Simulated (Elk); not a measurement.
# CdS (Hawleyite): optical spectrum from first principles

Aim: the dielectric function of CdS (Hawleyite), and the optical constants that follow from it.

Main program and level: Elk 11.2.3 (patched build); DFT, LDA, all-electron APW+lo, Dirac cores, scalar-relativistic bands, independent-particle optical response without local fields.

## Step 1: The structure

The structure is cubic, space group F-43m (No. 216). Conventional cell: a = 5.833 Å, b = 5.833 Å, c = 5.833 Å, α = 90.00°, β = 90.00°, γ = 90.00°. Nearest to Cd lie 4 S at 2.53 Å. Nearest to S lie 4 Cd at 2.53 Å. Farther neighbours and most contacts between anions are not listed.

## Step 2: Ground state

First the ground state: is it a metal or has it a gap?

This step: DFT, LDA, all-electron APW+lo, Dirac cores, scalar-relativistic bands, ground state (Elk 11.2.3 (patched build)).

elk.in

```
tasks
  0
  120

xctype
  3

nempty
  12

lorbcnd
  .true.

rgkmax
  7.0

swidth
  0.0018375

maxscl
  100

epsengy
  1e-05

sppath
  './'

avec
  0.000000000000 5.511386242471 5.511386242471
  5.511386242471 0.000000000000 5.511386242471
  5.511386242471 5.511386242471 0.000000000000

atoms
  2
  'Cd.in'
  1
  0.000000000000 0.000000000000 0.000000000000   0.000 0.000 0.000
  'S.in'
  1
  0.750000000000 0.750000000000 0.750000000000   0.000 0.000 0.000

ngridk
  9 9 9
```

On the command line:

```
$ OMP_NUM_THREADS=4 elk
```

Numbers of over 12 decimals in the logs are rounded to 6 here.

Output:

```text
┌─────────────────────────┐
│ Elk code version 11.2.3 │
└─────────────────────────┘

All units are atomic (Hartree, Bohr, etc.)

┌─────────────────────────────────────────────────┐
│ Ground-state run starting from atomic densities │
└─────────────────────────────────────────────────┘

Lattice vectors :
   0.000000000       5.511386242       5.511386242
   5.511386242       0.000000000       5.511386242
   5.511386242       5.511386242       0.000000000

Reciprocal lattice vectors :
 -0.5700185970      0.5700185970      0.5700185970
  0.5700185970     -0.5700185970      0.5700185970
  0.5700185970      0.5700185970     -0.5700185970

Unit cell volume      :    334.8208843
Brillouin zone volume :   0.7408445084

Muffin-tin inner radius fraction :   0.1000000000E-01

Nuclei treated as point charges

Species : 1 (Cd)
 parameters loaded from : Cd.in
 name : cadmium
 nuclear charge    :   -48.00000000
 electronic charge :    48.00000000
 atomic mass :    204912.7176
 muffin-tin radius :    2.558291935
 number of radial points in muffin-tin :    597
 inner part over the whole radius :   0.9885644014E-02
 number on inner part of muffin-tin    :    425
 approximate nuclear radius :   0.8708852602E-04
 number of mesh points to nuclear radius :    214
 atomic positions (lattice), magnetic fields (Cartesian) :
  1 :   0.00000000  0.00000000  0.00000000    0.00000000  0.00000000  0.00000000

Species : 2 (S)
 parameters loaded from : S.in
 name : sulphur
 nuclear charge    :   -16.00000000
 electronic charge :    16.00000000
 atomic mass :    58450.91931
 muffin-tin radius :    2.164708561
 number of radial points in muffin-tin :    397
 inner part over the whole radius :   0.9749015900E-02
 number on inner part of muffin-tin    :    277
 approximate nuclear radius :   0.6195814986E-04
 number of mesh points to nuclear radius :    126
 atomic positions (lattice), magnetic fields (Cartesian) :
  1 :   0.75000000  0.75000000  0.75000000    0.00000000  0.00000000  0.00000000

Total number of atoms per unit cell :    2
Total muffin-tin volume :    112.6256821
 ratio of muffin-tin to unit cell volume :   0.3363759173

Spin treatment :
 spin-unpolarised

Number of Bravais lattice symmetries :   48
Number of crystal symmetries         :   24
Crystal has no inversion symmetry
Complex Hermitian eigensolver will be used

k-point grid :      9     9     9
k-point offset :    0.000000000       0.000000000       0.000000000
k-point set is reduced with full crystal symmetry group
Total number of k-points :       55

Muffin-tin radius times maximum |G+k| :    7.000000000
 using average radius
Maximum |G+k| for APW functions       :    2.964217347
Maximum (1/2)|G+k|²                   :    4.393292240
Maximum |G| for potential and density :    12.00000000
Constant for pseudocharge density :    8
 order of it for each species :   15  15
 order of it for pair densities of each species (exact exchange by exxq0 0: 15) :   11   7
Radial integration step length :    1

G-vector grid sizes :     30    30    30
Number of G-vectors :     9841

Maximum angular momentum used for
 APW functions            :    8
 outer part of muffin-tin :    6
 inner part of muffin-tin :    2

Total nuclear charge    :   -64.00000000
Total core charge       :    40.00000000
Total valence charge    :    24.00000000
Total excess charge     :    0.000000000
Total electronic charge :    64.00000000

Effective Wigner radius, rₛ :    1.076914733

Number of empty states         :     24
Total number of valence states :     37
Total number of core states    :     40

Conduction state local-orbitals added automatically
Third-order local-orbitals added for an l without core states : F
Total number of local-orbitals :    120

Exchange-correlation functional :      3     0     0
 Perdew-Wang/Ceperley-Alder, Phys. Rev. B 45, 13244 (1992)
 gradient requirement :    0
 local density approximation (LDA)

Smearing type :    3
 Fermi-Dirac
Smearing width :   0.1837500000E-02
Effective electronic temperature (K) :    580.2366081

Mixing type :    3
 Broyden mixing, J. Phys. A: Math. Gen. 17, L317 (1984)

Kohn-Sham potential initialised from atomic data

┌──────────────────────────────┐
│ Self-consistent loop started │
└──────────────────────────────┘

┌─────────────────┐
│ Loop number : 1 │
└─────────────────┘

Energies :
 Fermi                       :     0.20829982884276E-02
 sum of occupied eigenvalues :     -3587.7385544521
 electron kinetic            :      6258.1469639302
 core electron kinetic       :      6058.8643966894
 Coulomb                     :     -12073.381365015
 Coulomb potential           :     -9614.1977152001
 nuclear-nuclear             :     -588.28305535206
 electron-nuclear            :     -13367.877001112
 Hartree                     :      1882.7786914498
 Madelung                    :     -7266.2825074145
 xc potential                :     -231.68780318221
 exchange                    :     -168.23338499792
 correlation                 :     -5.827398
 electron entropic           :    -0.10188209298308E-09
 total energy                :     -5989.2951836016

Density of states at Fermi energy :   0.1780209839E-05
 (states/Hartree/unit cell)

Estimated indirect band gap :   0.5626587254E-01
 from k-point 1 to k-point 1
Estimated direct band gap   :   0.5626587254E-01
 at k-point 1

Charges :
 core                        :    40.00000000
 valence                     :    24.00000000
 interstitial                :    2.872982871
 muffin-tins (core leakage)
  species : 1 (Cd)
   atom 1                    :    46.40991674     (  0.3221665387E-03)
  species : 2 (S)
   atom 1                    :    14.71710039     (  0.8240206399E-04)
 total in muffin-tins        :    61.12701713
 total calculated charge     :    63.99923275
 total charge                :    64.00000000
 error                       :   0.7672530748E-03

┌─────────────────┐
│ Loop number : 2 │
└─────────────────┘

Energies :
 Fermi                       :     0.31781792985929E-02
 sum of occupied eigenvalues :     -3587.7273999990
 electron kinetic            :      6257.8902459868
 core electron kinetic       :      6058.6769636172
 Coulomb                     :     -12073.426809219
 Coulomb potential           :     -9614.1428354928
 nuclear-nuclear             :     -588.28305535206
 electron-nuclear            :     -13368.021120699
 Hartree                     :      1882.8773668323
 Madelung                    :     -7266.3553914728
 xc potential                :     -231.47481049296
 exchange                    :     -168.23487398675
 correlation                 :     -5.827395
 electron entropic           :    -0.11440271059232E-09
 total energy                :     -5989.5988317200

Density of states at Fermi energy :   0.2014482290E-05
 (states/Hartree/unit cell)

Estimated indirect band gap :   0.5580718275E-01
 from k-point 1 to k-point 1
Estimated direct band gap   :   0.5580718275E-01
 at k-point 1

Charges :
 core                        :    40.00000000
 valence                     :    24.00000000
 interstitial                :    2.875438835
 muffin-tins (core leakage)
  species : 1 (Cd)
   atom 1                    :    46.41440343     (  0.3217780349E-03)
  species : 2 (S)
   atom 1                    :    14.71015773     (  0.8247304987E-04)
 total in muffin-tins        :    61.12456117
 total calculated charge     :    63.99923475
 total charge                :    64.00000000
 error                       :   0.7652496487E-03

RMS change in Kohn-Sham potential (target) :   0.1525874009     (  0.1000000000E-05)
Absolute change in total energy (target)   :   0.3036481184     (  0.1000000000E-04)

[... 12 loops left out ...]

┌──────────────────┐
│ Loop number : 15 │
└──────────────────┘

Energies :
 Fermi                       :     0.107292
 sum of occupied eigenvalues :     -3583.3168340111
 electron kinetic            :      6259.6414427484
 core electron kinetic       :      6059.1267962314
 Coulomb                     :     -12074.602665844
 Coulomb potential           :     -9612.2254145320
 nuclear-nuclear             :     -588.28305535206
 electron-nuclear            :     -13372.233938259
 Hartree                     :      1885.9143277670
 Madelung                    :     -7268.4899585782
 xc potential                :     -230.73286222739
 exchange                    :     -168.25974297744
 correlation                 :     -5.826238
 electron entropic           :    -0.46875614865998E-07
 total energy                :     -5989.0472036822

Density of states at Fermi energy :   0.1361431032E-02
 (states/Hartree/unit cell)

Estimated indirect band gap :   0.3165420397E-01
 from k-point 1 to k-point 1
Estimated direct band gap   :   0.3165420397E-01
 at k-point 1

Charges :
 core                        :    40.00000000
 valence                     :    24.00000000
 interstitial                :    2.993637041
 muffin-tins (core leakage)
  species : 1 (Cd)
   atom 1                    :    46.60379170     (  0.3070224771E-03)
  species : 2 (S)
   atom 1                    :    14.40257126     (  0.8235458327E-04)
 total in muffin-tins        :    61.00636296
 total calculated charge     :    63.99933108
 total charge                :    64.00000000
 error                       :   0.6689159588E-03

RMS change in Kohn-Sham potential (target) :   0.2354756536E-07 (  0.1000000000E-05)
Absolute change in total energy (target)   :   0.4609102689E-05 (  0.1000000000E-04)

Convergence targets achieved

┌──────────────────┐
│ Loop number : 16 │
└──────────────────┘

Energies :
 Fermi                       :     0.107292
 sum of occupied eigenvalues :     -3583.3168334115
 electron kinetic            :      6259.6414439501
 core electron kinetic       :      6059.1267975358
 Coulomb                     :     -12074.602666337
 Coulomb potential           :     -9612.2254148415
 nuclear-nuclear             :     -588.28305535206
 electron-nuclear            :     -13372.233938910
 Hartree                     :      1885.9143279248
 Madelung                    :     -7268.4899589165
 xc potential                :     -230.73286252014
 exchange                    :     -168.25974299070
 correlation                 :     -5.826238
 electron entropic           :    -0.46875243149187E-07
 total energy                :     -5989.0472029872

Density of states at Fermi energy :   0.1361419070E-02
 (states/Hartree/unit cell)

Estimated indirect band gap :   0.3165423617E-01
 from k-point 1 to k-point 1
Estimated direct band gap   :   0.3165423617E-01
 at k-point 1

Charges :
 core                        :    40.00000000
 valence                     :    24.00000000
 interstitial                :    2.993637059
 muffin-tins (core leakage)
  species : 1 (Cd)
   atom 1                    :    46.60379168     (  0.3070224817E-03)
  species : 2 (S)
   atom 1                    :    14.40257126     (  0.8235458339E-04)
 total in muffin-tins        :    61.00636294
 total calculated charge     :    63.99933108
 total charge                :    64.00000000
 error                       :   0.6689159683E-03

┌──────────────────────────────┐
│ Self-consistent loop stopped │
└──────────────────────────────┘

Warning : core states of species 1 leak from the muffin-tin :   0.3070224817E-03

Wrote STATE.OUT
```

Run time: 16 s. Hardware: 4 threads of Intel Xeon at 2.70GHz, shared host; peak memory 0.09 GiB; 50 s of CPU time.

Numbers from this step:

```
total energy           : -5989 Ha
Fermi energy           : 2.920 eV
DOS at the Fermi level : 5.00e-5 states/eV/cell
gap on the k-mesh      : 0.8614 eV
direct gap on the mesh : 0.8614 eV
```

There is a gap, 0.86 eV on this mesh (points off the mesh can give less), so no carriers' term is needed.

## Step 3: Independent particles

The spectrum is a sum over vertical transitions between filled and empty bands at the fixed density, so many empty bands are needed.

This step: DFT, LDA, all-electron APW+lo, Dirac cores, scalar-relativistic bands, independent-particle optical response without local fields (Elk 11.2.3 (patched build)).

Changes to elk.in since step 2:

```diff
@@ -1,4 +1,6 @@
 tasks
-  0
-  120
+  121
+
+optcomp
+  1 1
 
@@ -17,9 +19,7 @@
 swidth
-  0.0018375
+  0.0055124
 
-maxscl
-  100
-
-epsengy
-  1e-05
+wplot
+  400 100 0
+  0.0 0.58799
```

On the command line:

```
$ OMP_NUM_THREADS=4 elk
```

Output:

```text
┌─────────────────────────────────┐
│ Elk code version 11.2.3 started │
└─────────────────────────────────┘

┌────────────────────┐
│ Current task : 121 │
└────────────────────┘
Info(checkmt): changed muffin-tin radius of species 1 (Cd) from   2.6000 to   2.5583
Info(checkmt): changed muffin-tin radius of species 2 (S) from   2.2000 to   2.1647

Info(dielectric):
 dielectric tensor written to EPSILON_ij.OUT
 optical conductivity written to SIGMA_ij.OUT
 for components
  i = 1, j = 1

┌──────────────────┐
│ Elk code stopped │
└──────────────────┘
```

Wall time 1.5 s (4 threads); peak memory 0.03 GiB; 5.6 s of CPU time.

This step gave:

| Item | Value |
| --- | --- |
| electronic dielectric constant ε∞, mean over x, y and z (by symmetry where fewer were run) | 7.587 |

The Im ε, E ∥ x has structure finer than the step of the table below, so its rows give means over 0.5 eV, whole bins alone (the curve runs from 0 to 16.0 eV). Peaks (eV: height): 0.88: 2.79, 1.76: 3.23, 3.36: 5.07, 3.96: 6.57, 6.00: 9.97, 7.56: 8.24.

Sum at mesh points, not converged in k; values under the direct gap are tails of Lorentzian lines. Table of Im ε, E ∥ x by photon energy; means over each step:

photon energy (eV), Im ε, E ∥ x and a bar:
```
      0.5       0.60 
      1.0       1.68 ####
      1.5       1.53 ####
      2.0       1.99 #####
      2.5       2.20 ######
      3.0       3.18 ##########
      3.5       4.10 #############
      4.0       5.56 ###################
      4.5       4.31 ##############
      5.0       6.01 ####################
      5.5       7.00 ########################
      6.0       8.59 ##############################
      6.5       6.77 #######################
      7.0       6.62 #######################
      7.5       7.33 #########################
      8.0       5.04 #################
      8.5       3.40 ###########
      9.0       2.42 #######
      9.5       1.91 #####
     10.0       1.66 ####
     10.5       1.60 ####
     11.0       1.62 ####
     11.5       1.45 ###
     12.0       1.22 ##
     12.5       1.02 ##
     13.0       0.90 #
     13.5       0.80 #
     14.0       0.99 ##
     14.5       0.99 ##
     15.0       0.70 #
     15.5       0.56
```

The reflectivity at normal incidence, E ∥ x has structure finer than the step of the table below, so its rows give means over 0.5 eV, whole bins alone (the curve runs from 0 to 16.0 eV). Peaks (eV: height): 0.76: 24.6, 3.28: 26.7, 3.92: 29.4, 6.08: 38.9, 7.72: 47.7, 8.32: 48.3, 11.00: 30.2.

Sum at mesh points, not converged in k. Reflectivity at normal incidence, E ∥ x against photon energy; means over each step:

| photon energy (eV) | reflectivity at normal incidence, E ∥ x (%) |
| --- | --- |
| 0.5 | 23.1 |
| 1.0 | 20.7 |
| 1.5 | 22.7 |
| 2.0 | 20.7 |
| 2.5 | 22.3 |
| 3.0 | 24.5 |
| 3.5 | 24.0 |
| 4.0 | 27.1 |
| 4.5 | 23.0 |
| 5.0 | 28.0 |
| 5.5 | 29.6 |
| 6.0 | 35.5 |
| 6.5 | 32.7 |
| 7.0 | 32.7 |
| 7.5 | 40.2 |
| 8.0 | 44.9 |
| 8.5 | 46.1 |
| 9.0 | 44.4 |
| 9.5 | 39.3 |
| 10.0 | 33.9 |
| 10.5 | 27.8 |
| 11.0 | 28.0 |
| 11.5 | 27.9 |
| 12.0 | 28.7 |
| 12.5 | 26.2 |
| 13.0 | 23.1 |
| 13.5 | 18.6 |
| 14.0 | 13.0 |
| 14.5 | 21.1 |
| 15.0 | 21.9 |
| 15.5 | 17.5 |

Sum at mesh points, not converged in k; values under the direct gap are tails of Lorentzian lines. Loss function −Im 1/ε at q → 0, E ∥ x against energy loss; read off at these points:

| energy loss (eV) | loss function −Im 1/ε at q → 0, E ∥ x |
| --- | --- |
| 0.00 | 0 |
| 0.50 | 0.00672 |
| 1.00 | 0.0416 |
| 1.50 | 0.0180 |
| 2.00 | 0.0335 |
| 2.50 | 0.0414 |
| 3.00 | 0.0385 |
| 3.50 | 0.0824 |
| 4.00 | 0.0848 |
| 4.50 | 0.0907 |
| 5.00 | 0.0680 |
| 5.50 | 0.0982 |
| 6.00 | 0.0936 |
| 6.50 | 0.137 |
| 7.00 | 0.147 |
| 7.50 | 0.123 |
| 8.00 | 0.164 |
| 8.50 | 0.214 |
| 9.00 | 0.280 |
| 9.50 | 0.354 |
| 10.00 | 0.461 |
| 10.50 | 0.559 |
| 11.00 | 0.530 |
| 11.50 | 0.617 |
| 12.00 | 0.694 |
| 12.50 | 0.915 |
| 13.00 | 1.05 |
| 13.50 | 1.27 |
| 13.60 | 1.34 |
| 14.00 | 0.927 |
| 14.50 | 0.988 |
| 15.00 | 1.41 |
| 15.50 | 1.80 |
| 15.68 | 1.83 |

Optical constants at common wavelengths, from n + ik = √ε:

```
wavelength (nm)     n      k  R (%)     1/α
           1550  2.89  0.419   24.4  295 nm
            800  2.86  0.254   23.5  250 nm
            633  2.54  0.316   19.6  159 nm
            532  2.71  0.349   21.9  121 nm
            365  2.66  0.924   25.3   31 nm
            248  2.88  1.034   28.5   19 nm
            193  2.07  1.682   32.4  9.1 nm
```

Below the direct gap, k and the depth come from the tails of the Lorentzian lines, not from transitions.

Rows near the edge hang on the gap, which this functional as a rule makes too small, and phonon-assisted absorption is left out.

## Step 4: Summary of results

```yaml
electronic_dielectric_constant_eps_infinity_mean_over_x_y_and_z_by_symmetry_where_fewer_were_run_independent_particles: 7.59
```

In words: At this level (LDA, independent particles) CdS has ε∞ = 7.59 and n = 2.89 at 1550 nm. On the mesh the gap is 0.86 eV and the least direct gap 0.86 eV. Excitons and phonon-assisted transitions are missing, and so are local fields; LDA gaps are as a rule too small, which pulls the onset down and ε∞ up. The sum runs over mesh points 0.21 Å⁻¹ apart with no interpolation, so peaks are partly noise of the mesh; over so small a direct gap single mesh points weigh heavily, so ε∞, n and their changes from run to run can be far off.

[Machine, clock and banner lines and Python warnings are left out of the logs.]

[Logs are printed without paths, hosts, clocks, repeated set-up lines and the standing remarks that a program may print on its own settings, such as how far it seeks lower states.]

[Hosts, paths, dates, database ids (printed as entryN), source tags and the programs' standing remarks are cut or masked in the printed files.]
